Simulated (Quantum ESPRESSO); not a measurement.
## KMnF3: which magnetic order is lowest

Wanted: the moments of KMnF3 and the energy of each order that was tried.

Main program and level: Quantum ESPRESSO 7.5; PBEsol with U = 4 eV on Mn d (ortho-atomic projectors); plane waves with GBRV 1.5 PBEsol potentials, no spin-orbit coupling.

### 1. Starting point

It takes space group Pm-3m (No. 221, cubic). The conventional cell has a = 4.189 Å, b = 4.189 Å, c = 4.189 Å, α = 90.00°, β = 90.00°, γ = 90.00°. K has 12 F at 2.96 Å nearest. Mn has 6 F at 2.09 Å nearest. F has 2 Mn at 2.09 Å and 4 K at 2.96 Å nearest. Farther neighbours and most contacts between anions are not listed.

The cell comes from the Crystallography Open Database.

### 2. Run 1 (ferro +)

The signs are those of the starting moments on the seeded atoms, the atoms that are given a moment.

pw.in

```
&CONTROL
  calculation = 'scf'
  prefix = 'pwscf'
  outdir = './tmp'
  pseudo_dir = './pseudo'
  disk_io = 'nowf'
/
&SYSTEM
  ibrav = 0
  nat = 5
  ntyp = 3
  ecutwfc = 40
  ecutrho = 280
  nbnd = 34
  occupations = 'smearing'
  smearing = 'fd'
  degauss = 0.00367493
  nspin = 2
  starting_magnetization(1) = 0
  starting_magnetization(2) = 0.3
  starting_magnetization(3) = 0
/
&ELECTRONS
  conv_thr = 1d-08
  electron_maxstep = 150
  mixing_beta = 0.3
/
ATOMIC_SPECIES
K      39.0983 k_pbesol_v1.4.uspp.F.UPF
Mn     54.9380 mn_pbesol_v1.5.uspp.F.UPF
F      18.9984 f_pbesol_v1.4.uspp.F.UPF
CELL_PARAMETERS angstrom
   4.1893000000    0.0000000000    0.0000000000
   0.0000000000    4.1893000000    0.0000000000
   0.0000000000    0.0000000000    4.1893000000
ATOMIC_POSITIONS crystal
K       0.5000000000    0.5000000000    0.5000000000
Mn      0.0000000000    0.0000000000    0.0000000000
F       0.5000000000    0.0000000000    0.0000000000
F       0.0000000000    0.5000000000    0.0000000000
F       0.0000000000    0.0000000000    0.5000000000
K_POINTS automatic
6 6 6 0 0 0
HUBBARD {ortho-atomic}
U Mn-3d 4.0000
```

Run with:

```
$ OMP_NUM_THREADS=1 mpirun -n 4 pw.x -nk 4 -in pw.in > pw.out
```

What it wrote:

```text
Program PWSCF v.7.5 starts

     Message from routine setup:
     using ibrav=0 with symmetry is DISCOURAGED, use correct ibrav instead

     K-points division:     npool     =       4
     Subspace diagonalization in iterative solution of the eigenvalue problem:

     G-vector sticks info
     --------------------
     sticks:   dense  smooth     PW     G-vecs:    dense   smooth      PW
     Sum        1389     793    241                39127    17071    2945

     Using Slab Decomposition

     bravais-lattice index     =            0
     lattice parameter (alat)  =       7.9166  a.u.
     unit-cell volume          =     496.1591 (a.u.)^3
     number of atoms/cell      =            5
     number of atomic types    =            3
     number of electrons       =        45.00
     number of Kohn-Sham states=           34
     kinetic-energy cutoff     =      40.0000  Ry
     charge density cutoff     =     280.0000  Ry
     scf convergence threshold =      1.0E-08
     mixing beta               =       0.3000
     number of iterations used =            8  plain     mixing
     Exchange-correlation= SLA  PW   PSX  PSC
                           (   1   4  10   8   0   0   0)
     Hubbard projectors: ortho-atomic
     Hubbard parameters of DFT+U (Dudarev formulation) in eV:
     U(Mn-3d) =  4.0000

     Internal variables: lda_plus_u =T, lda_plus_u_kind = 0

     Internal variables: orbital_resolved =F, hub_pot_fix =F, apply_U = F

     celldm(1)=   7.916630  celldm(2)=   0.000000  celldm(3)=   0.000000
     celldm(4)=   0.000000  celldm(5)=   0.000000  celldm(6)=   0.000000

     crystal axes: (cart. coord. in units of alat)
               a(1) = (   1.000000   0.000000   0.000000 )
               a(2) = (   0.000000   1.000000   0.000000 )
               a(3) = (   0.000000   0.000000   1.000000 )

     reciprocal axes: (cart. coord. in units 2 pi/alat)
               b(1) = (  1.000000  0.000000  0.000000 )
               b(2) = (  0.000000  1.000000  0.000000 )
               b(3) = (  0.000000  0.000000  1.000000 )

     PseudoPot. # 1 for K  read from file:
     k_pbesol_v1.4.uspp.F.UPF
     Pseudo is Ultrasoft + core correction, Zval =  9.0
     Generated by new atomic code, or converted to UPF format
     Using radial grid of  841 points,  6 beta functions with:
                l(1) =   0
                l(2) =   0
                l(3) =   1
                l(4) =   1
                l(5) =   2
                l(6) =   2
     Q(r) pseudized with  6 coefficients,  rinner =    1.500   1.500   1.500
                                                       1.500   1.500

     PseudoPot. # 2 for Mn read from file:
     mn_pbesol_v1.5.uspp.F.UPF
     Pseudo is Ultrasoft + core correction, Zval = 15.0
     Generated by new atomic code, or converted to UPF format
     Using radial grid of  859 points,  6 beta functions with:
                l(1) =   0
                l(2) =   0
                l(3) =   1
                l(4) =   1
                l(5) =   2
                l(6) =   2
     Q(r) pseudized with  8 coefficients,  rinner =    0.950   0.950   0.950
                                                       0.950   0.950

     PseudoPot. # 3 for F  read from file:
     f_pbesol_v1.4.uspp.F.UPF
     Pseudo is Ultrasoft, Zval =  7.0
     Generated by new atomic code, or converted to UPF format
     Using radial grid of  799 points,  4 beta functions with:
                l(1) =   0
                l(2) =   0
                l(3) =   1
                l(4) =   1
     Q(r) pseudized with  8 coefficients,  rinner =    0.950   0.950   0.950

     atomic species   valence    mass     pseudopotential
     K                 9.00    39.09830     K ( 1.00)
     Mn               15.00    54.93800     Mn( 1.00)
     F                 7.00    18.99840     F ( 1.00)

     Starting magnetic structure
     atomic species   magnetization
     K               0.000
     Mn              0.300
     F               0.000

     48 Sym. Ops., with inversion, found

   Cartesian axes

     site n.     atom                  positions (alat units)
         1        K      tau(   1) = (   0.5000000   0.5000000   0.5000000  )
         2        Mn     tau(   2) = (   0.0000000   0.0000000   0.0000000  )
         3        F      tau(   3) = (   0.5000000   0.0000000   0.0000000  )
         4        F      tau(   4) = (   0.0000000   0.5000000   0.0000000  )
         5        F      tau(   5) = (   0.0000000   0.0000000   0.5000000  )

     number of k points=    20  Fermi-Dirac smearing, width (Ry)=  0.0037
                       cart. coord. in units 2pi/alat
        k(    1) = (   0.0000000   0.0000000   0.0000000), wk =   0.0046296
        k(    2) = (   0.0000000   0.0000000   0.1666667), wk =   0.0277778
        k(    3) = (   0.0000000   0.0000000   0.3333333), wk =   0.0277778
        k(    4) = (   0.0000000   0.0000000  -0.5000000), wk =   0.0138889
        k(    5) = (   0.0000000   0.1666667   0.1666667), wk =   0.0555556
        [... 15 further k-points ...]

     Dense  grid:    39127 G-vectors     FFT dimensions: (  45,  45,  45)

     Smooth grid:    17071 G-vectors     FFT dimensions: (  32,  32,  32)

     Check: negative core charge=   -0.000025
     Generating pointlists ...
     new r_m :   0.2917 (alat units)  2.3091 (a.u.) for type    1
     new r_m :   0.2063 (alat units)  1.6328 (a.u.) for type    2
     new r_m :   0.2063 (alat units)  1.6328 (a.u.) for type    3

     Initial potential from superposition of free atoms

     starting charge      43.9963, renormalised to      45.0000

     STARTING HUBBARD OCCUPATIONS:

     =================== HUBBARD OCCUPATIONS ===================
     ------------------------ ATOM    2 ------------------------
     Tr[ns(  2)] (up, down, total) =   5.00000  0.00000  5.00000
     Atomic magnetic moment for atom   2 =   5.00000
     [... lines left out ...]
     Number of occupied Hubbard levels =    5.0000

     Atomic wfc used for Hubbard projectors are orthogonalized

     Starting wfcs are   33 randomized atomic wfcs +    1 random wfcs

     Self-consistent Calculation

     iteration #  1     ecut=    40.00 Ry     beta= 0.30
     Davidson diagonalization with overlap
     ethr =  1.00E-02,  avg # of iterations =  7.0

     =================== HUBBARD OCCUPATIONS ===================
     ------------------------ ATOM    2 ------------------------
     Tr[ns(  2)] (up, down, total) =   4.95582  0.14771  5.10353
     Atomic magnetic moment for atom   2 =   4.80811
     [... lines left out ...]
     Number of occupied Hubbard levels =    5.1035

     Threshold (ethr) on eigenvalues was too large:
     Diagonalizing with lowered threshold

     Davidson diagonalization with overlap
     ethr =  8.03E-04,  avg # of iterations =  1.4

     total energy              =    -413.89856700 Ry
     estimated scf accuracy    <       0.37181333 Ry

     total magnetization       =     5.00 Bohr mag/cell
     absolute magnetization    =     5.00 Bohr mag/cell

     iteration #  2     ecut=    40.00 Ry     beta= 0.30
     Davidson diagonalization with overlap
     ethr =  8.26E-04,  avg # of iterations =  2.2

     total energy              =    -413.94159156 Ry
     estimated scf accuracy    <       0.04736178 Ry

     total magnetization       =     5.00 Bohr mag/cell
     absolute magnetization    =     5.00 Bohr mag/cell

     iteration #  3     ecut=    40.00 Ry     beta= 0.30
     Davidson diagonalization with overlap
     ethr =  1.05E-04,  avg # of iterations =  5.9

     negative rho (up, down):  0.000E+00 3.268E-04

     total energy              =    -413.94819516 Ry
     estimated scf accuracy    <       0.01480412 Ry

     total magnetization       =     5.00 Bohr mag/cell
     absolute magnetization    =     5.00 Bohr mag/cell

     [... further iterations left out ...]

     iteration #  8     ecut=    40.00 Ry     beta= 0.30
     Davidson diagonalization with overlap
     ethr =  4.57E-09,  avg # of iterations =  2.2

     negative rho (up, down):  0.000E+00 6.949E-04

     total energy              =    -413.95014538 Ry
     estimated scf accuracy    <       0.00000090 Ry

     total magnetization       =     5.00 Bohr mag/cell
     absolute magnetization    =     5.00 Bohr mag/cell

     iteration #  9     ecut=    40.00 Ry     beta= 0.30
     Davidson diagonalization with overlap
     ethr =  2.00E-09,  avg # of iterations =  2.7

     negative rho (up, down):  0.000E+00 6.944E-04

     total energy              =    -413.95014583 Ry
     estimated scf accuracy    <       0.00000036 Ry

     total magnetization       =     5.00 Bohr mag/cell
     absolute magnetization    =     5.00 Bohr mag/cell

     iteration # 10     ecut=    40.00 Ry     beta= 0.30
     Davidson diagonalization with overlap
     ethr =  8.07E-10,  avg # of iterations =  2.0

     negative rho (up, down):  0.000E+00 6.942E-04

     total energy              =    -413.95014587 Ry
     estimated scf accuracy    <       0.00000008 Ry

     total magnetization       =     5.00 Bohr mag/cell
     absolute magnetization    =     5.00 Bohr mag/cell

     iteration # 11     ecut=    40.00 Ry     beta= 0.30
     Davidson diagonalization with overlap
     ethr =  1.81E-10,  avg # of iterations =  2.9

     negative rho (up, down):  0.000E+00 6.941E-04

     Magnetic moment per site  (integrated on atomic sphere of radius R)
     atom   1 (R=0.292)  charge=  7.7091  magn=  0.0004
     atom   2 (R=0.206)  charge= 12.3248  magn=  4.2170
     atom   3 (R=0.206)  charge=  6.6774  magn=  0.0536
     atom   4 (R=0.206)  charge=  6.6774  magn=  0.0536
     atom   5 (R=0.206)  charge=  6.6774  magn=  0.0536

     End of self-consistent calculation

     =================== HUBBARD OCCUPATIONS ===================
     ------------------------ ATOM    2 ------------------------
     Tr[ns(  2)] (up, down, total) =   4.98580  0.21723  5.20303
     Atomic magnetic moment for atom   2 =   4.76856
     [... lines left out ...]
     Number of occupied Hubbard levels =    5.2030

     [... lines left out ...]
     the Fermi energy is     7.4394 ev

!    total energy              =    -413.95014593 Ry
     estimated scf accuracy    <          1.4E-09 Ry
     smearing contrib. (-TS)   =      -0.00000000 Ry
     internal energy E=F+TS    =    -413.95014593 Ry

     The total energy is F=E-TS. E is the sum of the following terms:
     one-electron contribution =    -247.96446631 Ry
     hartree contribution      =     144.04506257 Ry
     xc contribution           =     -63.27736303 Ry
     ewald contribution        =    -246.78561166 Ry
     Hubbard energy            =       0.03223250 Ry

     total magnetization       =     5.00 Bohr mag/cell
     absolute magnetization    =     5.00 Bohr mag/cell

     convergence has been achieved in  11 iterations

=------------------------------------------------------------------------------=
   JOB DONE.
=------------------------------------------------------------------------------=
```

Wall time 12 s (4 MPI ranks of Arm Neoverse V2, shared host); peak memory 0.46 GiB.

Spin moment in the atom's sphere by atom:

| atom | spin moment in the atom's sphere (μB) |
| --- | --- |
| K1 | 0.00 |
| Mn2 | 4.22 |
| F3 | 0.05 |
| F4 | 0.05 |
| F5 | 0.05 |

Numbers from this step:

| Item | Value |
| --- | --- |
| smearing term TS | 8.90e-12 eV |
| magnetization | 5 μB |
| absolute magnetization | 5.004 μB |
| final state | ferromagnetic |

Spin density in the ac plane at fractional y = 0.000, with atoms of Mn and F within 0.2 Å of it.

Values in e/Å³, 14 rows by 14 columns, each cell a mean:
```
6.3 3.1 0.7 0.1 0.0 0.0 0.1 0.1 0.0 0.0 0.1 0.4 2.0 5.6
2.3 1.1 0.4 0.1 0.0 0.0 0.0 0.0 0.0 0.0 0.1 0.2 0.8 2.0
0.5 0.3 0.1 0.0 0.0 0.0 0.0 0.0 0.0 0.0 0.0 0.1 0.2 0.4
0.1 0.1 0.0 0.0 0.0 0.0 0.0 0.0 0.0 0.0 0.0 0.0 0.1 0.1
0.0 0.0 0.0 0.0 0.0 0.0 0.0 0.0 0.0 0.0 0.0 0.0 0.0 0.0
0.0 0.0 0.0 0.0 0.0 0.0 0.0 0.0 0.0 0.0 0.0 0.0 0.0 0.0
0.1 0.1 0.0 0.0 0.0 0.0 0.0 0.0 0.0 0.0 0.0 0.0 0.0 0.1
0.1 0.0 0.0 0.0 0.0 0.0 0.0 0.0 0.0 0.0 0.0 0.0 0.0 0.1
0.0 0.0 0.0 0.0 0.0 0.0 0.0 0.0 0.0 0.0 0.0 0.0 0.0 0.0
0.0 0.0 0.0 0.0 0.0 0.0 0.0 0.0 0.0 0.0 0.0 0.0 0.0 0.0
0.1 0.1 0.1 0.0 0.0 0.0 0.0 0.0 0.0 0.0 0.0 0.0 0.1 0.1
0.8 0.5 0.2 0.1 0.0 0.0 0.0 0.0 0.0 0.0 0.0 0.1 0.4 0.7
3.6 1.7 0.5 0.1 0.0 0.0 0.0 0.1 0.0 0.0 0.1 0.3 1.1 3.1
6.9 3.6 0.8 0.1 0.0 0.0 0.1 0.1 0.0 0.0 0.1 0.5 2.3 6.3
```
Columns run along a (4.2 Å), rows up along c (4.2 Å). Atoms in or near the plane, at fractional coordinates: Mn at (0.00, 0.00), F at (0.50, 0.00), F at (0.00, 0.50).

Valence density in the ac plane at fractional y = 0.000, with atoms of Mn and F within 0.2 Å of it. It is the smooth field of the valence electrons, not physical close to the nuclei.

Ten even steps from '_' (0 e/Å³) to '@' (17 e/Å³), each cell a mean:
```
@@**..____..++**::______--@@
==..________..::..______..--
____________________________
____________________________
____________________________
--..____________________..::
##--____________________::**
**::____________________..++
::..______________________..
____________________________
____________________________
..________________________..
##--______..::--..______..**
%%##..____::**##--______==@@
```
Columns run along a (4.2 Å), rows up along c (4.2 Å). Atoms in or near the plane, at fractional coordinates: Mn at (0.00, 0.00), F at (0.50, 0.00), F at (0.00, 0.50).

(Part 1 of 2 ends here.)

[Logs and program files are shortened in this print: banners, set-up blocks, solver, clock and traceback lines can be left out without a mark of their own.]

[Logs are printed without paths, hosts, clocks, repeated set-up lines and the standing remarks that a program may print on its own settings, such as how far it seeks lower states.]

[Hosts, paths, dates, database ids (printed as entryN), source tags and the programs' standing remarks are cut or masked in the printed files.]

[Where a cell is said to come from a database of computed structures, the database is the Materials Project.]
